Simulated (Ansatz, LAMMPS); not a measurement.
# Localised basis functions on glassy 79TiO2-21SiO2 (mol %) (99 atoms), part 2 of 3

Aim: test how closely localised support functions follow the reference on glassy 79TiO2-21SiO2 (mol %) (99 atoms), and at what cost. A setting counts as converged where the r.m.s. difference of forces stays under 1 % of the r.m.s. force.

Ansatz 0.2.0; Kohn-Sham DFT, PBE, PAW (set soft_2), plane waves.

The cell: 26 Ti, 7 Si and 66 O. The quench rate of 50 K/ps far exceeds what a furnace or splat quench reaches. The starting topology of bonds comes from the classical model. The Brillouin zone is sampled at Γ only, in a cell whose shortest periodic width is 11 Å.

So far. Step 3 (Plane-wave single point): The r.m.s. force component of 1.0 eV/Å sets the scale for the differences below.

### 4. Support functions low

With localised support functions most steps grow linearly with size, though the diagonalisation grows faster unless the density matrix is cut; this run measures error and cost at this size.

This step: Kohn-Sham DFT, PBE, PAW (set soft_2), localised support functions (low) (Ansatz 0.2.0).

The input, input.yaml:

```yaml
crystal:
  lattice:
    - [11.37601, 0.0, 0.0]
    - [0.0, 11.37601, 0.0]
    - [0.0, 0.0, 11.37601]
  atoms:
    [... the 99 atom lines of step 3 ...]
kpoints:
  mp_grid: { grid: [1, 1, 1] }
hamiltonian:
  xc: pbe
scf:
  occupations: { method: fixed }
  eigensolver: { kind: { support_functions: { accuracy: low } } }
  max_iter: 150
output:
  forces: true
  eigenvalues: true
```

Command:

```
> ansatz run input.yaml --threads 8 --pin off --max-ram 15872MiB --backend cpu --events-out ev --progress --plain --runs-dir out
```

Standard output:

```text
Warning: scf.eigensolver.kind.support_functions: disabling space-group detection — the functions' gradient is summed over unrotated k-points, so no spatial operation reduces the k-mesh or symmetrises the density; time reversal is kept, so that k and −k are solved as one point where they differ and the mesh holds both, and exact exchange and, on two spinor components, a DFT+U term hold to it where the run has them: [...]
settings of this run that can trade accuracy for cost: scf.eigensolver.kind.support_functions; scf.eigensolver.kind.support_functions.accuracy: low [...]
[...]
Crystal: 99 atoms, lattice volume = 1472.210 Å³
Basis set: ecut = 420 eV, 28671 PW (Γ), exchange–correlation on 180×180×180 points (8 copies of the dense FFT grid, shifted against one another)
Bands: 442, of which v1, the nominal top of the filled ones, is band 368 counted from 1 (367 counted from 0)
Symmetry: 1 space group operations
k-points: 1
[...]
SCF iter   1: F=—  HF=-107001.035693 eV  |F-HF|=—  |Δ(HF+E_count)|=         —  Δρ=8.07e-2  dr2=1.96e2  ethr=1.00e-1
[...]
SCF iter  15: F=—  HF=-107008.355683 eV  |F-HF|=—  |Δ(HF+E_count)|=   7.64e-4  Δρ=5.46e-5  dr2=7.44e-5  ethr=2.32e-8  κ⁻¹=8.7e-4(r=7)
SCF iter  16: F=-107008.356328 eV  HF=-107008.356332 eV  |F-HF|=3.54e-6  |Δ(HF+E_count)|=   6.49e-4  Δρ=2.48e-5  dr2=1.83e-5  ethr=1.01e-8
SCF 1 converged in 16 iterations: F = -107008.367868 eV  dr2 = 1.83e-5
[...]
SCF converged after 16 iterations
Stability not checked: this state was not tested for a lower state beside it, because the mixer in use, unlike msr1, does not test its closes by its own steps (another_mixer; see scf.mixing.algorithm and scf.lower_state_search)
Free energy (F): -107008.367868 eV
[...]
Internal energy: -107008.367868 eV  (E = F + TS)
E sigma→0 (E₀):  -107008.367868 eV
Fermi energy:    3.486750 eV
[...]
Σ components = -107008.367868   (vs F -107008.367868, Δ=0.00e0)
--- Forces (eV/Å), atoms counted from 1 ---
  atom   1  Ti    -0.10642050    -1.11085948    -0.58563686
  atom   2  Ti     1.62031234    -0.17511947     1.84106961
  atom   3  Ti    -2.24948615     0.97558437     1.84002026
  atom   4  Ti     2.54543347     1.43289631     0.92892038
[...]
atom  99  O      0.38690431    -0.02787579     0.92930338
  max |Σ_I F_I| component: 2.87e-3 eV/Å
--- Band table (eV) ---
[...]
```

The job ended after 2.5 min (8 threads of Intel Xeon Platinum 8259CL at 2.50GHz (Skylake/Cascade Lake), shared host; peak memory 5.6 GiB; 19 min of CPU time).

The program notes that the band table was not solved further than the SCF left it and it switched symmetry off.

Keys that differ from the reference: support_functions.accuracy = "low" and scf.max_iter = 150.

Forces differ from the reference by 1.6 meV/Å r.m.s., 0.15 % of their size, well within a tolerance of 1 %; the energy by -5.7 meV/atom. It took roughly 7.4 times the reference's time (one timing each, with unlike analyses asked), in 16 cycles against 12.

### 5. Support functions medium

With localised support functions most steps grow linearly with size, though the diagonalisation grows faster unless the density matrix is cut; this run measures error and cost at this size. Besides, the program derives a nominal cutoff of 464 eV for this run, against the reference's 420.

This step: Kohn-Sham DFT, PBE, PAW (set soft_2), localised support functions (medium) (Ansatz 0.2.0).

input.yaml, the sections that differ from step 4:

```yaml
scf:
  occupations: { method: fixed }
  eigensolver: { kind: { support_functions: { accuracy: medium } } }
  max_iter: 150
# crystal, kpoints, hamiltonian, output: as in step 4
```

Standard output:

```text
[...]
Warning: basis.ecutwfc = 464 eV, auto-derived: no grid that the accuracy of the support functions lays serves the files at the lower one that their records recommend; a deck with other species or settings can derive another value
[...]
Crystal: 99 atoms, lattice volume = 1472.210 Å³
Basis set: ecut = 464 eV, 33371 PW (Γ), exchange–correlation on 180×180×180 points (8 copies of the dense FFT grid, shifted against one another)
Bands: 442, of which v1, the nominal top of the filled ones, is band 368 counted from 1 (367 counted from 0)
Symmetry: 1 space group operations
k-points: 1
[...]
SCF iter   1: F=—  HF=-107001.041997 eV  |F-HF|=—  |Δ(HF+E_count)|=         —  Δρ=8.07e-2  dr2=1.96e2  ethr=1.00e-1
[...]
SCF iter  18: F=—  HF=-107008.356447 eV  |F-HF|=—  |Δ(HF+E_count)|=   2.05e-7  Δρ=8.34e-6  dr2=2.06e-6  ethr=1.87e-9  κ⁻¹=7.9e-4(r=7)
SCF iter  19: F=-107008.356447 eV  HF=-107008.356447 eV  |F-HF|=3.10e-7  |Δ(HF+E_count)|=   3.07e-7  Δρ=5.04e-6  dr2=1.00e-6  ethr=2.80e-10
SCF 1 converged in 19 iterations: F = -107008.367422 eV  dr2 = 1.00e-6
[...]
SCF converged after 19 iterations
[...]
Free energy (F): -107008.367422 eV
[...]
Internal energy: -107008.367422 eV  (E = F + TS)
E sigma→0 (E₀):  -107008.367422 eV
Fermi energy:    3.486776 eV
[...]
Σ components = -107008.367422   (vs F -107008.367422, Δ=0.00e0)
--- Forces (eV/Å), atoms counted from 1 ---
  atom   1  Ti    -0.10598115    -1.11054074    -0.58475892
  atom   2  Ti     1.62050995    -0.17493663     1.84105217
  atom   3  Ti    -2.24934063     0.97570847     1.83913246
  atom   4  Ti     2.54549785     1.43298589     0.92889964
[...]
atom  99  O      0.38669921    -0.02821338     0.92930349
  max |Σ_I F_I| component: 2.17e-3 eV/Å
--- Band table (eV) ---
[...]
```

The job ended after 2.7 min (8 threads; peak memory 5.6 GiB).

Keys that differ from the reference: support_functions.accuracy = "medium" and scf.max_iter = 150.

Forces differ from the reference by 1.4 meV/Å r.m.s., 0.14 % of their size, well within a tolerance of 1 %; the energy by -5.7 meV/atom. It took roughly 8.0 times the reference's time (one timing each, with unlike analyses asked), in 19 cycles against 12.

### 6. Support functions medium, spacing 0.33 Å

The grid spacing sets how fine a wave the support functions can hold. Besides, the program derives a nominal cutoff of 464 eV for this run, against the reference's 420.

input.yaml, the sections that differ from step 5:

```yaml
scf:
  occupations: { method: fixed }
  eigensolver: { kind: { support_functions: { accuracy: medium, spacing: 0.33 } } }
  max_iter: 150
# crystal, kpoints, hamiltonian, output: as in step 5
```

Standard output:

```text
[...]
Crystal: 99 atoms, lattice volume = 1472.210 Å³
Basis set: ecut = 464 eV, 33371 PW (Γ), exchange–correlation on 160×160×160 points (8 copies of the dense FFT grid, shifted against one another)
Bands: 442, of which v1, the nominal top of the filled ones, is band 368 counted from 1 (367 counted from 0)
Symmetry: 1 space group operations
k-points: 1
[...]
SCF iter   1: F=—  HF=-106995.556280 eV  |F-HF|=—  |Δ(HF+E_count)|=         —  Δρ=8.12e-2  dr2=1.95e2  ethr=1.00e-1
[...]
SCF iter  19: F=-107006.036262 eV  HF=-107006.036262 eV  |F-HF|=6.02e-7  |Δ(HF+E_count)|=   3.35e-7  Δρ=6.43e-6  dr2=1.29e-6  ethr=3.21e-10
SCF 1 converged in 19 iterations: F = -107006.048288 eV  dr2 = 1.29e-6
[...]
SCF converged after 19 iterations
[...]
Free energy (F): -107006.048288 eV
[...]
Internal energy: -107006.048288 eV  (E = F + TS)
E sigma→0 (E₀):  -107006.048288 eV
Fermi energy:    3.493359 eV
[...]
--- Forces (eV/Å), atoms counted from 1 ---
  atom   1  Ti    -0.00533495    -0.97514735    -0.85176967
  atom   2  Ti     1.44134994    -0.01560757     2.00686942
  atom   3  Ti    -2.47078290     0.91813330     1.70320442
  atom   4  Ti     2.26665774     1.55052478     0.87316176
  atom   5  Ti    -0.71092530     0.87127997     2.04036763
  atom   6  Ti     1.64865112     1.35972243    -0.15471317
  atom   7  Ti    -2.41352880     0.16489715    -0.64433431
  atom   8  Ti    -1.01235287    -0.20832892    -0.79218816
  atom   9  Ti    -0.41208819    -1.04913660    -1.66973249
  atom  10  Ti     1.01420781    -0.35807483     0.97672116
  atom  11  Ti    -2.11612091     1.57164822    -1.82745613
  atom  12  Ti    -2.92092211    -1.07822227    -0.37623626
  atom  13  Ti    -2.10759222     0.29774527    -0.19238406
  atom  14  Ti    -0.10497369     0.34217910    -1.41306265
[...]
atom  98  O      0.45002107    -0.17669853    -0.18272155
  atom  99  O      0.36890853    -0.06316695     0.99255254
  max |Σ_I F_I| component: 1.65e0 eV/Å
--- Band table (eV) ---
[...]
```

It took 73 s on 8 threads; peak memory 2.5 GiB.

The program notes that the forces don't sum to zero within tolerance and the grid leaves an egg-box force.

Forces differ from the reference by 97 meV/Å r.m.s., 9.3 % of their size, far over a tolerance of 1 %; the energy by +18 meV/atom. It took roughly 3.7 times the reference's time (one timing each, with unlike analyses asked), in 19 cycles against 12. The setting is coarser than the default on purpose.

### 7. Support functions medium, spacing 0.275 Å

The grid spacing sets how fine a wave the support functions can hold. Besides, the program derives a nominal cutoff of 464 eV for this run, against the reference's 420.

input.yaml, the sections that differ from step 6:

```yaml
scf:
  occupations: { method: fixed }
  eigensolver: { kind: { support_functions: { accuracy: medium, spacing: 0.275 } } }
  max_iter: 150
# crystal, kpoints, hamiltonian, output: as in step 6
```

Standard output:

```text
[...]
Crystal: 99 atoms, lattice volume = 1472.210 Å³
Basis set: ecut = 464 eV, 33371 PW (Γ), exchange–correlation on 160×160×160 points (8 copies of the dense FFT grid, shifted against one another)
Bands: 442, of which v1, the nominal top of the filled ones, is band 368 counted from 1 (367 counted from 0)
Symmetry: 1 space group operations
k-points: 1
[...]
SCF iter   1: F=—  HF=-107000.924555 eV  |F-HF|=—  |Δ(HF+E_count)|=         —  Δρ=8.08e-2  dr2=1.96e2  ethr=1.00e-1
[...]
SCF iter  19: F=-107008.693902 eV  HF=-107008.693902 eV  |F-HF|=5.16e-7  |Δ(HF+E_count)|=   6.53e-7  Δρ=5.40e-6  dr2=1.05e-6  ethr=2.85e-10
SCF 1 converged in 19 iterations: F = -107008.705333 eV  dr2 = 1.05e-6
[...]
SCF converged after 19 iterations
[...]
Free energy (F): -107008.705333 eV
[...]
Internal energy: -107008.705333 eV  (E = F + TS)
E sigma→0 (E₀):  -107008.705333 eV
Fermi energy:    3.486969 eV
[...]
--- Forces (eV/Å), atoms counted from 1 ---
  atom   1  Ti    -0.10775953    -1.11200161    -0.58313326
  atom   2  Ti     1.61976019    -0.17472438     1.84058848
  atom   3  Ti    -2.25002981     0.97644983     1.83675309
  atom   4  Ti     2.55261377     1.43449983     0.92684897
  atom   5  Ti    -0.59876489     1.13868693     1.87383714
  atom   6  Ti     1.71609692     1.51906624     0.05890885
  atom   7  Ti    -2.16593325     0.05920790    -0.69134132
  atom   8  Ti    -1.28475014    -0.17235008    -0.64064879
  atom   9  Ti    -0.13184536    -1.22166455    -1.48293777
  atom  10  Ti     1.12820727    -0.40666202     0.73878496
  atom  11  Ti    -2.13684687     1.66914719    -1.63936513
  atom  12  Ti    -2.70648793    -1.34594335    -0.37156574
  atom  13  Ti    -1.84933740     0.43216649    -0.29713758
  atom  14  Ti    -0.31095864     0.41579070    -1.36479635
[...]
atom  98  O      0.48278855    -0.16813099    -0.22960617
  atom  99  O      0.38779120    -0.03017788     0.93642155
  max |Σ_I F_I| component: 5.89e-2 eV/Å
--- Band table (eV) ---
[...]
```

Elapsed: 91 s, on 8 threads; peak memory 3.2 GiB.

Forces differ from the reference by 4.0 meV/Å r.m.s., 0.38 % of their size, within a tolerance of 1 %; the energy by -9.1 meV/atom. It took roughly 4.5 times the reference's time (one timing each, with unlike analyses asked), in 19 cycles against 12. The setting is coarser than the default on purpose.

### 8. Support functions medium, spacing 0.238 Å

The grid spacing sets how fine a wave the support functions can hold. Besides, the program derives a nominal cutoff of 464 eV for this run, against the reference's 420.

input.yaml, the sections that differ from step 7:

```yaml
scf:
  occupations: { method: fixed }
  eigensolver: { kind: { support_functions: { accuracy: medium, spacing: 0.238 } } }
  max_iter: 150
# crystal, kpoints, hamiltonian, output: as in step 7
```

Standard output:

```text
[...]
Crystal: 99 atoms, lattice volume = 1472.210 Å³
Basis set: ecut = 464 eV, 33371 PW (Γ), exchange–correlation on 160×160×160 points (8 copies of the dense FFT grid, shifted against one another)
Bands: 442, of which v1, the nominal top of the filled ones, is band 368 counted from 1 (367 counted from 0)
Symmetry: 1 space group operations
k-points: 1
[...]
SCF iter   1: F=—  HF=-107001.218961 eV  |F-HF|=—  |Δ(HF+E_count)|=         —  Δρ=8.08e-2  dr2=1.96e2  ethr=1.00e-1
[...]
SCF iter  19: F=-107008.946968 eV  HF=-107008.946968 eV  |F-HF|=5.28e-7  |Δ(HF+E_count)|=   6.57e-7  Δρ=5.50e-6  dr2=1.07e-6  ethr=2.88e-10
SCF 1 converged in 19 iterations: F = -107008.958399 eV  dr2 = 1.07e-6
[...]
SCF converged after 19 iterations
[...]
Free energy (F): -107008.958399 eV
[...]
Internal energy: -107008.958399 eV  (E = F + TS)
E sigma→0 (E₀):  -107008.958399 eV
Fermi energy:    3.486810 eV
[...]
--- Forces (eV/Å), atoms counted from 1 ---
  atom   1  Ti    -0.10512023    -1.10976112    -0.58423982
  atom   2  Ti     1.61917580    -0.17559997     1.84067894
  atom   3  Ti    -2.24838161     0.97392667     1.83689347
  atom   4  Ti     2.54722554     1.43218655     0.92883051
  atom   5  Ti    -0.59737797     1.13464193     1.87459348
  atom   6  Ti     1.71164357     1.51957639     0.05496431
  atom   7  Ti    -2.16552166     0.05987715    -0.69004816
  atom   8  Ti    -1.28463377    -0.16992435    -0.63991992
  atom   9  Ti    -0.13182309    -1.22245251    -1.48196486
  atom  10  Ti     1.12163385    -0.40025742     0.73828997
  atom  11  Ti    -2.13858361     1.66356161    -1.63828120
  atom  12  Ti    -2.70528285    -1.34863710    -0.37156933
  atom  13  Ti    -1.84831219     0.43105466    -0.29757036
  atom  14  Ti    -0.31440622     0.41658714    -1.36823974
[...]
atom  98  O      0.48287549    -0.16164453    -0.22889394
  atom  99  O      0.38508681    -0.02892143     0.93398376
  max |Σ_I F_I| component: 3.53e-2 eV/Å
--- Band table (eV) ---
[...]
```

It took 89 s on 8 threads; peak memory 3.2 GiB; 11 min of CPU time.

Forces differ from the reference by 3.3 meV/Å r.m.s., 0.32 % of their size, within a tolerance of 1 %; the energy by -12 meV/atom. It took roughly 4.5 times the reference's time (one timing each, with unlike analyses asked), in 19 cycles against 12. The setting is coarser than the default on purpose.

### 9. Support functions medium, spacing 0.211 Å

The grid spacing sets how fine a wave the support functions can hold. Besides, the program derives a nominal cutoff of 464 eV for this run, against the reference's 420.

input.yaml, the sections that differ from step 8:

```yaml
scf:
  occupations: { method: fixed }
  eigensolver: { kind: { support_functions: { accuracy: medium, spacing: 0.211 } } }
  max_iter: 150
# crystal, kpoints, hamiltonian, output: as in step 8
```

Standard output:

```text
[...]
Crystal: 99 atoms, lattice volume = 1472.210 Å³
Basis set: ecut = 464 eV, 33371 PW (Γ), exchange–correlation on 160×160×160 points (8 copies of the dense FFT grid, shifted against one another)
Bands: 442, of which v1, the nominal top of the filled ones, is band 368 counted from 1 (367 counted from 0)
Symmetry: 1 space group operations
k-points: 1
[...]
SCF iter   1: F=—  HF=-107000.926344 eV  |F-HF|=—  |Δ(HF+E_count)|=         —  Δρ=8.07e-2  dr2=1.96e2  ethr=1.00e-1
[...]
SCF iter  18: F=—  HF=-107008.535854 eV  |F-HF|=—  |Δ(HF+E_count)|=   2.12e-6  Δρ=8.37e-6  dr2=2.11e-6  ethr=1.87e-9  κ⁻¹=7.0e-4(r=7)
SCF iter  19: F=-107008.535854 eV  HF=-107008.535854 eV  |F-HF|=5.91e-7  |Δ(HF+E_count)|=   6.46e-7  Δρ=6.02e-6  dr2=1.20e-6  ethr=2.87e-10
SCF 1 converged in 19 iterations: F = -107008.546917 eV  dr2 = 1.20e-6
[...]
SCF converged after 19 iterations
[...]
Free energy (F): -107008.546917 eV
[...]
Internal energy: -107008.546917 eV  (E = F + TS)
E sigma→0 (E₀):  -107008.546917 eV
Fermi energy:    3.486848 eV
[...]
Σ components = -107008.546917   (vs F -107008.546917, Δ=0.00e0)
--- Forces (eV/Å), atoms counted from 1 ---
  atom   1  Ti    -0.10624405    -1.11009874    -0.58477461
  atom   2  Ti     1.62130358    -0.17504475     1.84053473
  atom   3  Ti    -2.24930812     0.97585057     1.83877481
  atom   4  Ti     2.54654906     1.43307575     0.92600075
[...]
atom  99  O      0.38699837    -0.02730264     0.92877478
  max |Σ_I F_I| component: 8.06e-3 eV/Å
--- Band table (eV) ---
[...]
```

It took 100 s on 8 threads; peak memory 3.7 GiB.

Keys that differ from the reference: support_functions.accuracy = "medium", support_functions.spacing = 0.211 and scf.max_iter = 150.

Forces differ from the reference by 1.4 meV/Å r.m.s., 0.13 % of their size, well within a tolerance of 1 %; the energy by -7.5 meV/atom. It took roughly 5.0 times the reference's time (one timing each, with unlike analyses asked), in 19 cycles against 12.

### 10. Support functions medium, spacing 0.165 Å

The grid spacing sets how fine a wave the support functions can hold. Besides, the program derives a nominal cutoff of 464 eV for this run, against the reference's 420.

input.yaml, the sections that differ from step 9:

```yaml
scf:
  occupations: { method: fixed }
  eigensolver: { kind: { support_functions: { accuracy: medium, spacing: 0.165 } } }
  max_iter: 150
# crystal, kpoints, hamiltonian, output: as in step 9
```

Standard output:

```text
[...]
Crystal: 99 atoms, lattice volume = 1472.210 Å³
Basis set: ecut = 464 eV, 33371 PW (Γ), exchange–correlation on 180×180×180 points (8 copies of the dense FFT grid, shifted against one another)
Bands: 442, of which v1, the nominal top of the filled ones, is band 368 counted from 1 (367 counted from 0)
Symmetry: 1 space group operations
k-points: 1
[...]
SCF iter   1: F=—  HF=-107001.047668 eV  |F-HF|=—  |Δ(HF+E_count)|=         —  Δρ=8.07e-2  dr2=1.96e2  ethr=1.00e-1
[...]
SCF iter  18: F=—  HF=-107008.355783 eV  |F-HF|=—  |Δ(HF+E_count)|=   2.10e-7  Δρ=8.34e-6  dr2=2.06e-6  ethr=1.88e-9  κ⁻¹=7.9e-4(r=7)
SCF iter  19: F=-107008.355783 eV  HF=-107008.355784 eV  |F-HF|=3.10e-7  |Δ(HF+E_count)|=   3.07e-7  Δρ=5.04e-6  dr2=1.00e-6  ethr=2.80e-10
SCF 1 converged in 19 iterations: F = -107008.366758 eV  dr2 = 1.00e-6
[...]
SCF converged after 19 iterations
[...]
Free energy (F): -107008.366758 eV
[...]
Internal energy: -107008.366758 eV  (E = F + TS)
E sigma→0 (E₀):  -107008.366758 eV
Fermi energy:    3.486775 eV
[...]
Σ components = -107008.366758   (vs F -107008.366758, Δ=0.00e0)
--- Forces (eV/Å), atoms counted from 1 ---
  atom   1  Ti    -0.10598869    -1.11054671    -0.58474451
  atom   2  Ti     1.62050354    -0.17493363     1.84104012
  atom   3  Ti    -2.24934544     0.97570758     1.83912310
  atom   4  Ti     2.54551724     1.43297974     0.92888756
[...]
atom  99  O      0.38671508    -0.02820556     0.92931888
  max |Σ_I F_I| component: 2.23e-3 eV/Å
--- Band table (eV) ---
[...]
```

Run time: 3.1 min. Hardware: 8 threads; peak memory 5.7 GiB.

Keys that differ from the reference: support_functions.accuracy = "medium", support_functions.spacing = 0.165 and scf.max_iter = 150.

Forces differ from the reference by 1.4 meV/Å r.m.s., 0.14 % of their size, well within a tolerance of 1 %; the energy by -5.7 meV/atom. It took roughly 9.2 times the reference's time (one timing each, with unlike analyses asked), in 19 cycles against 12.

(Part 2 of 3 ends here.)

[Long decimals in the printed logs are rounded to 6 places.]

[Logs are printed without paths, hosts, clocks, repeated set-up lines and the standing remarks that a program may print on its own settings, such as how far it seeks lower states.]

[Hosts, paths, dates, database ids (printed as entryN), source tags and the programs' standing remarks are cut or masked in the printed files.]
